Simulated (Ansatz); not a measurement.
## W2CO2 MXene monolayer in a perpendicular field

Wanted: the out-of-plane response of the W2CO2 MXene monolayer. A positive field points along +c.

Calculated with Ansatz 0.2.0; plane-wave DFT, PBE-D3(BJ), Ansatz PAW, in the first sound run; inputs show where later runs differ.

### 1. Set-up

The cell holds 5 atoms: 2 O, 2 W and 1 C. Its edges and angles: a = 3.125 Å, b = 3.125 Å, c = 22.684 Å, α = 90.0°, β = 90.0°, γ = 120.0°. Vacuum lies along c.

### 2. Relaxation

The starting cell is a guess, so the in-plane lattice and the atoms are relaxed first, with the slab cut off from its images along the normal. The program lengthens the vector along the normal by itself, so c and the volume that it reports differ from the typed ones.

The input, input.yaml:

```yaml
crystal:
  lattice:
    - [3.125408, 0.0, 0.0]
    - [-1.562704, 2.7066827252, 0.0]
    - [0.0, 0.0, 22.6843915819]
  atoms:
    - { symbol: O, position: [0.3333333333, 0.6666666667, 0.3967485735] }
    - { symbol: W, position: [0.6666666667, 0.3333333333, 0.4456365085] }
    - { symbol: C, position: [0.0, 0.0, 0.5] }
    - { symbol: W, position: [0.3333333333, 0.6666666667, 0.5543634915] }
    - { symbol: O, position: [0.6666666667, 0.3333333333, 0.6032514265] }
  periodic: [true, true, false]
kpoints:
  mp_grid: { grid: [12, 12, 1] }
hamiltonian:
  xc: pbe
  dispersion: d3bj
scf:
  occupations: { method: fermi_dirac, width: 0.05 }
  convergence: { dr2_threshold: 1.0e-09 }
relax:
  f_tol: 0.004
  max_steps: 90
  cell: {}
output:
  write_potential: true
  write_density: true
  volumetric_format: npy
```

Run with:

```bash
$ ansatz run input.yaml --threads 4 --pin off --max-ram 6144MiB --backend cpu --events-out ev --progress --plain --runs-dir out
```

Numbers of over 12 decimals in the logs are rounded to 6 here.

What it wrote:

```text
Warning: crystal.periodic: the lattice vector that does not repeat stood 0.000° off the slab's normal, 22.684 Å along it as the deck builds it. The run solves the slab on a vector along the normal, 33.169 Å long, with every atom where it was (on the deck's vector they left 18.00 Å outside them, and the widest stretch free of ions among them is 1.23 Å). A fractional position that the run reports is one of the run's ce [...]
Warning: relax.cell: scf.convergence.dr2_threshold = 1e-9 eV is looser than the 2.31877222816e-10 eV advised for a relaxation that steers and ends on the stress (1e-10 eV for each atom of the cell: 5, times the square of relax.cell.stress_2d_tol = 0.05 N/m over 14.7 Å (the atoms' height at the walk's start and 5 Å past either face), 3.405e-2 GPa, over a crystal's default 0.05). What an SCF threshold leaves in a stress goes as its square root, and in the free energy as the threshold itself, and one threshold admits the most on a small cell: [figures from the program's tests cut] Set scf.convergence.dr2_threshold to 2.31877222816e-10 eV or tighter. [rest of the remark cut]
crystal.periodic: the lattice vector that does not repeat stood 0.000° off the slab's normal, 22.684 Å along it as the deck builds it. The run solves the slab on a vector along the normal, 33.169 Å long, with every atom where it was (on the deck's vector they left 18.00 Å outside them, and the widest stretch free of ions among them is 1.23 Å). A fractional position that the run reports is one of the run's cell, which [...]
Engine: ansatz 0.2.0, aarch64-unknown-linux-gnu
Pseudopotentials: kind: paw
Pseudopotential: O, paw, valence charge 6, recommended cutoff 420 eV (normal), O.paw.azcp
Pseudopotential: W, paw, valence charge 14, recommended cutoff 420 eV (normal), W.paw.azcp
Pseudopotential: C, paw, valence charge 4, recommended cutoff 420 eV (normal), C.paw.azcp
Functional definition: PBE
  parameter kappa = 0.804
  parameter beta = 0.066725
  exchange = pbe_x(kappa = kappa, mu = beta*pi^2/3)
  correlation = pbe_c(beta = beta)
Crystal: 5 atoms, lattice volume = 280.591 Å³
Basis set: ecut = 420 eV, 5427 PW (Γ), exchange–correlation on 48×48×450 points (8 copies of the dense FFT grid, shifted against one another)
Bands: 27, of which v1, the nominal top of the filled ones, is band 22 counted from 1 (21 counted from 0)
Symmetry: 12 space group operations
Space group: P-3m1 (ITA 164), of the structure as read, at distance tolerance 6.5e-5 Å
k-points: 19 of 144
Non-local potential: O, projectors of the file, l = 0: 2, l = 1: 2, l = 2: 1
Non-local potential: W, projectors of the file, l = 0: 3, l = 1: 2, l = 2: 2, l = 3: 1
Non-local potential: C, projectors of the file, l = 0: 2, l = 1: 2, l = 2: 1
PAW form: soft (Blöchl's): semilocal exchange-correlation on the pseudo side does not see the compensation charge
PAW one-centre angular grid: O, 110 points (default); XC on 64 Gauss nodes
PAW one-centre angular grid: W, 590 points (default); XC on 64 Gauss nodes
PAW one-centre angular grid: C, 110 points (default); XC on 64 Gauss nodes
Initial density: superposition of atomic densities (neutral atoms: chi_scale 0, normalization atom), corrected by the library's trained network
Initial wavefunctions: pseudopotential atomic-orbital guess
Functional: x = pbe(κ = 0.804, μ = 0.219515), c = pbe(β = 0.066725)
SCF iter   1: F=—  HF=-22155.472478 eV  |F-HF|=—  |Δ(HF+E_count)|=         —  Δρ=4.62e-3  dr2=8.42e-2  ethr=1.77e-3  ⟨swp⟩=13.8  Hψ=4049  notcnv=0
preconditioner: auto → LDOS  [metal: Δε(μ)=0.027 eV  Ē_g=9.011 eV  σ=0.050 eV  W_gap=0.14  n_scr=20 (ndim 8)  ℏωp=11.7 eV  f_vac=0.775  D(μ)=3.68/eV (n_scr^D=16)  β→1.0]
SCF iter   2: F=—  HF=-22155.463781 eV  |F-HF|=—  |Δ(HF+E_count)|=   8.70e-3  Δρ=2.66e-3  dr2=1.60e-2  ethr=1.91e-4  ⟨swp⟩=3.6  Hψ=1484  notcnv=0
SCF iter   3: F=—  HF=-22155.461192 eV  |F-HF|=—  |Δ(HF+E_count)|=   2.59e-3  Δρ=9.23e-4  dr2=1.86e-3  ethr=3.63e-5  ⟨swp⟩=3.7  Hψ=1299  notcnv=0
SCF iter   4: F=—  HF=-22155.460918 eV  |F-HF|=—  |Δ(HF+E_count)|=   2.73e-4  Δρ=1.35e-4  dr2=6.76e-5  ethr=4.22e-6  ⟨swp⟩=3.4  Hψ=1147  notcnv=0
SCF iter   5: F=—  HF=-22155.460934 eV  |F-HF|=—  |Δ(HF+E_count)|=   1.54e-5  Δρ=3.89e-5  dr2=3.41e-6  ethr=1.54e-7  ⟨swp⟩=3.1  Hψ=1173  notcnv=0
SCF iter   6: F=—  HF=-22155.460758 eV  |F-HF|=—  |Δ(HF+E_count)|=   1.76e-4  Δρ=1.08e-5  dr2=2.35e-7  ethr=7.75e-9  ⟨swp⟩=3.4  Hψ=1228  notcnv=0
SCF iter   7: F=—  HF=-22155.460759 eV  |F-HF|=—  |Δ(HF+E_count)|=   7.13e-7  Δρ=2.84e-6  dr2=1.55e-8  ethr=5.34e-10  ⟨swp⟩=3.6  Hψ=1319  notcnv=0
SCF iter   8: F=-22155.460759 eV  HF=-22155.460759 eV  |F-HF|=3.71e-8  |Δ(HF+E_count)|=   3.60e-8  Δρ=5.85e-7  dr2=8.71e-10  ethr=2.27e-12  ⟨swp⟩=13.5  Hψ=6030  notcnv=0
SCF 1 converged in 8 iterations: F = -22155.460759 eV  dr2 = 8.71e-10
  greatest PAW one-centre occupation: 1.000 electrons in one spin orbital (limit 2), on the W atom at site 3 (counted from 0), in its partial waves of l = 0
relax step   1: F+E_penalty+E_count = -22155.46075895 eV  Δ(F+E_penalty+E_count) = +0.000e0 eV  max|allowed force component| = 2.527e0 eV/Å  Δτ_max = 0.0000 Å  P = -10.990 N/m  Ω = 280.591 Å³  fix = [c, alpha, beta]  reactions: c -0.000 N/m  (8 SCF iters, accepted)
Crystal: 5 atoms, lattice volume = 276.044 Å³
Basis set: ecut = 420 eV, 5379 PW (Γ), exchange–correlation on 48×48×450 points (8 copies of the dense FFT grid, shifted against one another)
Initial density: handed on by an earlier stage of this run
Initial wavefunctions: those handed on with the density
iter 1 solved again at ethr=1.10e-3 eV; its pass at ethr=3.10e-3 eV (dr2=4.84e-1 eV) is discarded
SCF iter   1: F=—  HF=-22155.833233 eV  |F-HF|=—  |Δ(HF+E_count)|=         —  Δρ=1.69e-2  dr2=4.94e-1  ethr=1.10e-3  ⟨swp⟩=1.8  Hψ=5325  notcnv=0
preconditioner: auto → LDOS  [insulator: Δε(μ)=0.157 eV  Ē_g=9.756 eV  σ=0.050 eV  W_gap=0.55  n_scr=20 (ndim 8)  ℏωp=11.8 eV  f_vac=0.790  D(μ)=1.40/eV (n_scr^D=10)  ε∞_Penn≈2.5  β→1.0]
SCF iter   2: F=—  HF=-22155.810810 eV  |F-HF|=—  |Δ(HF+E_count)|=   2.24e-2  Δρ=9.30e-3  dr2=2.56e-1  ethr=1.10e-3  ⟨swp⟩=4.2  Hψ=1237  notcnv=0
SCF iter   3: F=—  HF=-22155.743472 eV  |F-HF|=—  |Δ(HF+E_count)|=   6.73e-2  Δρ=1.83e-3  dr2=7.30e-3  ethr=5.83e-4  ⟨swp⟩=3.8  Hψ=1378  notcnv=0
SCF iter   4: F=—  HF=-22155.742254 eV  |F-HF|=—  |Δ(HF+E_count)|=   1.22e-3  Δρ=2.76e-4  dr2=1.46e-4  ethr=1.66e-5  ⟨swp⟩=3.6  Hψ=1385  notcnv=0
SCF iter   5: F=—  HF=-22155.742296 eV  |F-HF|=—  |Δ(HF+E_count)|=   4.20e-5  Δρ=6.31e-5  dr2=4.96e-6  ethr=3.31e-7  ⟨swp⟩=4.1  Hψ=1326  notcnv=0
[...]
SCF iter   2: F=—  HF=-22155.916182 eV  |F-HF|=—  |Δ(HF+E_count)|=   1.56e-2  Δρ=3.61e-3  dr2=4.77e-2  ethr=3.76e-4  ⟨swp⟩=3.8  Hψ=1195  notcnv=0
SCF iter   3: F=—  HF=-22155.901651 eV  |F-HF|=—  |Δ(HF+E_count)|=   1.45e-2  Δρ=6.81e-4  dr2=2.39e-3  ethr=1.08e-4  ⟨swp⟩=3.3  Hψ=1227  notcnv=0
SCF iter   4: F=—  HF=-22155.901414 eV  |F-HF|=—  |Δ(HF+E_count)|=   2.37e-4  Δρ=1.82e-4  dr2=3.98e-5  ethr=5.43e-6  ⟨swp⟩=3.7  Hψ=1285  notcnv=0
SCF iter   5: F=—  HF=-22155.901442 eV  |F-HF|=—  |Δ(HF+E_count)|=   2.82e-5  Δρ=3.30e-5  dr2=1.19e-6  ethr=9.04e-8  ⟨swp⟩=3.7  Hψ=1244  notcnv=0
SCF iter   6: F=—  HF=-22155.901270 eV  |F-HF|=—  |Δ(HF+E_count)|=   1.72e-4  Δρ=1.43e-5  dr2=4.82e-7  ethr=2.71e-9  ⟨swp⟩=4.1  Hψ=1388  notcnv=0
SCF iter   7: F=—  HF=-22155.901270 eV  |F-HF|=—  |Δ(HF+E_count)|=   9.65e-8  Δρ=2.24e-6  dr2=6.80e-9  ethr=1.10e-9  ⟨swp⟩=3.3  Hψ=995  notcnv=0
SCF iter   8: F=-22155.901270 eV  HF=-22155.901270 eV  |F-HF|=6.28e-9  |Δ(HF+E_count)|=   5.39e-8  Δρ=5.95e-7  dr2=8.06e-10  ethr=2.27e-12  ⟨swp⟩=17.3  Hψ=5913  notcnv=0
SCF 3 converged in 8 iterations: F = -22155.901270 eV  dr2 = 8.06e-10
relax step   3: F+E_penalty+E_count = -22155.90127041 eV  Δ(F+E_penalty+E_count) = -1.591e-1 eV  max|allowed force component| = 1.173e0 eV/Å  Δτ_max = 0.1503 Å  P = +0.220 N/m  Ω = 271.723 Å³  energy of the carried Pulay correction = +6.618e-3 eV  fix = [c, alpha, beta]  reactions: c +0.000 N/m  (8 SCF iters, accepted)
[...]
relax step   4: F+E_penalty+E_count = -22155.95918779 eV  Δ(F+E_penalty+E_count) = -5.792e-2 eV  max|allowed force component| = 3.461e-1 eV/Å  Δτ_max = 0.0495 Å  P = +0.098 N/m  Ω = 274.729 Å³  energy of the carried Pulay correction = +4.351e-3 eV  fix = [c, alpha, beta]  reactions: c +0.000 N/m  (8 SCF iters, accepted)
[...]
relax step   5: F+E_penalty+E_count = -22155.96299093 eV  Δ(F+E_penalty+E_count) = -3.803e-3 eV  max|allowed force component| = 3.421e-2 eV/Å  Δτ_max = 0.0168 Å  P = -0.163 N/m  Ω = 275.749 Å³  energy of the carried Pulay correction = +3.587e-3 eV  fix = [c, alpha, beta]  reactions: c -0.000 N/m  (7 SCF iters, accepted)
[...]
relax step   6: F+E_penalty+E_count = -22155.96329047 eV  Δ(F+E_penalty+E_count) = -2.995e-4 eV  max|allowed force component| = 1.924e-3 eV/Å  Δτ_max = 0.0023 Å  P = -0.005 N/m  Ω = 275.474 Å³  energy of the carried Pulay correction = +3.793e-3 eV  fix = [c, alpha, beta]  reactions: c -0.000 N/m  (6 SCF iters, accepted)
[...]
relax step   7: F+E_penalty+E_count = -22155.95980686 eV  Δ(F+E_penalty+E_count) = +3.484e-3 eV  max|allowed force component| = 1.619e-3 eV/Å  Δτ_max = 0.0000 Å  P = -0.082 N/m  Ω = 275.474 Å³  fix = [c, alpha, beta]  reactions: c -0.000 N/m  stress off target by 8.23e-2 N/m on what of the cell is left free  SCF on the basis re-selected at this cell (its energy is not comparable with the rows above)  (5 SCF iters)
[...]
relax step   8: F+E_penalty+E_count = -22155.95989073 eV  Δ(F+E_penalty+E_count) = -8.387e-5 eV  max|allowed force component| = 9.685e-5 eV/Å  Δτ_max = 0.0003 Å  P = -0.001 N/m  Ω = 275.372 Å³  energy of the carried Pulay correction = +7.637e-5 eV  fix = [c, alpha, beta]  reactions: c -0.000 N/m  (5 SCF iters, accepted)
iter 1 solved again at ethr=2.56e-7 eV; its pass at ethr=3.10e-3 eV (dr2=1.13e-4 eV) is discarded
SCF iter   1: F=—  HF=-22155.959789 eV  |F-HF|=—  |Δ(HF+E_count)|=         —  Δρ=2.30e-6  dr2=7.05e-9  ethr=2.56e-7  ⟨swp⟩=7.3  Hψ=7109  notcnv=0
eigensolver tolerance schedule: the retry pair's looser diagonalisation over-reported the residual by 15977.35 of it (diagonalisation noise at an unbounded share of the residual, at the tolerance the schedule requests for it); recorded, not acted on — ethr = c·dr2/N_el stays at c = 1.0e-1
SCF iter   2: F=—  HF=-22155.959812 eV  |F-HF|=—  |Δ(HF+E_count)|=   2.26e-5  Δρ=3.64e-6  dr2=2.97e-8  ethr=1.60e-11  ⟨swp⟩=8.4  Hψ=2774  notcnv=0
SCF iter   3: F=—  HF=-22155.959812 eV  |F-HF|=—  |Δ(HF+E_count)|=   4.00e-9  Δρ=9.03e-7  dr2=1.31e-9  ethr=1.60e-11  ⟨swp⟩=3.4  Hψ=1011  notcnv=0
SCF iter   4: F=-22155.959812 eV  HF=-22155.959812 eV  |F-HF|=3.78e-10  |Δ(HF+E_count)|=  1.78e-10  Δρ=3.67e-7  dr2=4.23e-10  ethr=2.27e-12  ⟨swp⟩=20.7  Hψ=5689  notcnv=0
SCF 9 converged in 4 iterations: F = -22155.959812 eV  dr2 = 4.23e-10
relax step   9: F+E_penalty+E_count = -22155.95981188 eV  Δ(F+E_penalty+E_count) = +7.885e-5 eV  max|allowed force component| = 9.610e-5 eV/Å  Δτ_max = 0.0000 Å  P = -0.001 N/m  Ω = 275.372 Å³  fix = [c, alpha, beta]  reactions: c -0.000 N/m  stress off target by 1.42e-3 N/m on what of the cell is left free  SCF on the basis re-selected at this cell (its energy is not comparable with the rows above)  (4 SCF iters)
basis re-selected at this cell: Δ(F+E_penalty+E_count) = +7.885e-5 eV, ΔP = -0.001 N/m vs the last step (what re-selecting the basis moved, of the pressure what is left beyond the Pulay correction that the steps carried, after the strain that the cell walked since its last selection, with what the two solves' SCF thresholds leave and, on support functions, any second-order correction that the steps lacked; it is no m [...]
SCF converged after 4 iterations
Free energy (F): -22155.959812 eV
Harris-Foulkes:  -22155.959812 eV  (|F-HF|=3.78e-10)
Internal energy: -22155.948830 eV  (E = F + TS)
E sigma→0 (E₀):  -22155.954321 eV
Entropy (-TS):   -0.010982 eV (-2.196 meV/atom)
Fermi energy:    -5.796362 eV
--- Per-component energies (eV) ---
  E_band       = -1255.175121
  E_kinetic    = 1343.525481
  E_local      = -139608.293126  (includes V_loc(G=0)·N_el)
  E_nonlocal   = 121.917936
  E_hartree    = 68970.503354
  E_xc         = -730.509075
  E_vxc        = -726.715343  (∫ρ·V_xc dr)
  E_paw        = -17539.071249  (= ΣΔE_a)
  E_vpaw       = -326.623396  (= ΣTr[D̂ρ^β])
  E_aug_tail   = 0.004703  (compensation charges beyond the density's cutoff)
  E_ewald      = 65287.142326
  E_disp       = -1.169180  (pairwise vdW)
  E_smearing   = -0.010982  (= −TS)
  E_closure    = -0.000000  (closes the sum)
  Σ components = -22155.959812   (vs F -22155.959812, Δ=0.00e0)
--- Forces (eV/Å), atoms counted from 1 ---
  atom   1  O      0.00000000     0.00000000     0.00002774
  atom   2  W     -0.00000000    -0.00000000     0.00009610
  atom   3  C      0.00000000     0.00000000     0.00000000
  atom   4  W      0.00000000     0.00000000    -0.00009610
  atom   5  O     -0.00000000    -0.00000000    -0.00002774
  max |Σ_I F_I| component: 1.85e-17 eV/Å
--- 2D stress c σ (N/m, compression-positive) ---
       -0.001422       0.000000      -0.000000
        0.000000      -0.001422       0.000000
       -0.000000       0.000000      -0.000000
  P = ½ c Tr σ = -0.0014 N/m
--- Band table (eV; the first three rows and the last of 19) ---
  k-point 0: bands = [... 18 lower, -8.7121, -8.7121, -8.4497, -8.4497, -6.6834, -5.1779, -5.1779, -4.4085, ... 1 higher]
  k-point 1: bands = [... 18 lower, -9.3628, -8.7024, -8.0673, -7.7884, -6.5812, -5.0798, -5.0626, -4.2571, ... 1 higher]
  k-point 2: bands = [... 18 lower, -9.9266, -8.8103, -8.1280, -7.1492, -6.1494, -4.9120, -4.6739, -3.9343, ... 1 higher]
  k-point 18: bands = [... 18 lower, -10.4631, -10.4631, -6.5584, -6.4596, -6.4596, -4.0027, -4.0027, -3.3122, ... 1 higher]
  the weakly bound empty levels are not read free of the cell's end (no_gap_told)
--- Relaxed structure (7 steps of the walk, 7 accepted, 2 SCFs on fresh bases) ---
  F+E_penalty+E_count = -22155.95981188 eV   max|allowed force component| = 9.610e-5 eV/Å   (the final SCF, on the basis selected at the relaxed cell)
  cell:  # Å, volume = 275.3722 Å³
    - [3.096207, 0.0, 0]
    - [-1.548103, 2.681394, 0]
    - [0, 0, 33.168783]
  atoms:
    - { symbol: O, position: [0.333333, 0.666667, 0.274286] }
    - { symbol: W, position: [0.666667, 0.333333, 0.308632] }
    - { symbol: C, position: [0, 0, 0.341954] }
    - { symbol: W, position: [0.333333, 0.666667, 0.375276] }
    - { symbol: O, position: [0.666667, 0.333333, 0.409621] }
```

It took 28 s on 4 threads of Arm Neoverse V1, shared host; peak memory 0.67 GiB.

Relaxation path:

| step | energy less that of the first step (eV) | largest force component (eV/Å) | volume (Å³) |
| --- | --- | --- | --- |
| 1 | 0.0000 | 2.5269 | 280.59 |
| 2 | -0.2814 | 2.4857 | 276.04 |
| 3 | -0.4405 | 1.1728 | 271.72 |
| 4 | -0.4984 | 0.3461 | 274.73 |
| 5 | -0.5022 | 0.0342 | 275.75 |
| 6 | -0.5025 | 0.0019 | 275.47 |
| 7* | -0.4990 | 0.0016 | 275.47 |
| 8 | -0.4991 | 0.0001 | 275.37 |
| 9* | -0.4991 | 0.0001 | 275.37 |

Relaxation steps marked * repeat the geometry before them on a plane-wave basis chosen anew for their cell, so energy and pressure can jump there.

The run keeps the 12 symmetry operations that it works with, so distortions that break them were not tested.

| cell as run | before | after | change |
| --- | --- | --- | --- |
| a (Å) | 3.125 | 3.096 | -0.9 % |
| b (Å) | 3.125 | 3.096 | -0.9 % |

The atoms that moved most (Å, along periodic axes as changes of fractional coordinates times the final cell, across vacuum about the mean position):

| atom | dx | dy | dz | length |
| --- | --- | --- | --- | --- |
| W2 | 0.000 | 0.000 | 0.128 | 0.128 |
| W4 | 0.000 | 0.000 | -0.128 | 0.128 |
| O5 | 0.000 | 0.000 | -0.098 | 0.098 |
| O1 | 0.000 | 0.000 | 0.098 | 0.098 |

The relaxed structure:

```cif
data_structure
_symmetry_space_group_name_H-M 'P 1'
_symmetry_Int_Tables_number 1
_cell_length_a 3.0962
_cell_length_b 3.0962
_cell_length_c 33.1688
_cell_angle_alpha 90.000
_cell_angle_beta 90.000
_cell_angle_gamma 120.000
_cell_volume 275.37
loop_
_atom_site_label
_atom_site_type_symbol
_atom_site_fract_x
_atom_site_fract_y
_atom_site_fract_z
_atom_site_occupancy
O1 O 0.33333 0.66667 0.27429 1
W2 W 0.66667 0.33333 0.30863 1
C3 C 0.00000 0.00000 0.34195 1
W4 W 0.33333 0.66667 0.37528 1
O5 O 0.66667 0.33333 0.40962 1
```

This step gave:

```yaml
energy_at_zero_smearing: -22155.9543 eV
```

The lattice constant a goes from 3.125 to 3.096 Å.

[end of part 1 of 3]

[Logs are printed without paths, hosts, clocks, repeated set-up lines and the standing remarks that a program may print on its own settings, such as how far it seeks lower states.]

[Hosts, paths, dates, database ids (printed as entryN), source tags and the programs' standing remarks are cut or masked in the printed files.]

[Maps of the electrostatic potential energy from Ansatz leave out the sawtooth potential of an applied field or a dipole correction, so their vacuum need not be flat; planar profiles and work functions include it.]
